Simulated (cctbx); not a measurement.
# Al6Tl2Ni21: precision against data quality

Space group Fm-3m (no. 225), a = 11.5690 Å, b = 11.5690 Å, c = 11.5690 Å, α = 90.00°, β = 90.00°, γ = 90.00°.

```csv
atom,mult.,x,y,z,Ueq (Å²)
Tl1,8,1/4,3/4,3/4,0.0079
Ni1,48,0,0.8284,0.8284,0.0120
Ni2,32,0.3822,0.8822,0.8822,0.0182
Ni3,4,0,0,0,0.0096
Al1,24,0.7339,0,0,0.0116
```

This is a model crystal, built by substitution and not relaxed, with assumed displacement parameters.

Five simulated data sets (cctbx; Ag Kα, λ = 0.56087 Å; 6 % proportional error) differ in resolution or exposure (noise floor 2 counts in the first three, 8 in the last two). Each is refined with the right model, isotropic at 1.1 Å and anisotropic otherwise. How do the figures of merit and the uncertainties move?

```csv
d min (Å),top counts,"⟨I/σ⟩ (unmerged, absences included)",unique,param. (scale apart),Rint,R1,GooF,largest s.u. xyz (fractional),s.u. U of Al1 (Å²),largest error (Å)
1.1,20000,3.1,52,8,0.051,0.0100,1.17,0.00024,0.0009,0.0014
0.84,20000,3.0,98,12,0.052,0.0082,0.93,0.00013,0.0006,0.0009
0.6,20000,2.6,234,12,0.052,0.0088,0.89,0.00008,0.0003,0.0002
0.75,300,0.4,131,12,0.336,0.0511,1.00,0.00110,0.0076,0.0331
0.75,3000,1.6,131,12,0.081,0.0168,0.99,0.00027,0.0015,0.0071
```

The number of reflections grows roughly as 1/d³: 52, 98 and 234 here. R1 follows the noise rather than the truth: at 300 counts it is 0.0511, at 3000 counts 0.0168, while GooF is 1.00 and 0.99: the weights 1/σ² carry the noise. The s.u. of U (U11 where anisotropic) for Al1 goes 0.0009, 0.0006, 0.0003 Å² with resolution and 0.0076, 0.0015 Å² with exposure.

The 1.1 Å row also differs in its displacement model, so it isn't a clean test of resolution.

Hardware for the 0.6 Å refinement: 0.49 s on 1 thread of Arm Neoverse V2, on a shared host, peak memory 0.1 GiB.

[Logs are printed without paths, hosts, clocks, repeated set-up lines and the standing remarks that a program may print on its own settings, such as how far it seeks lower states.]
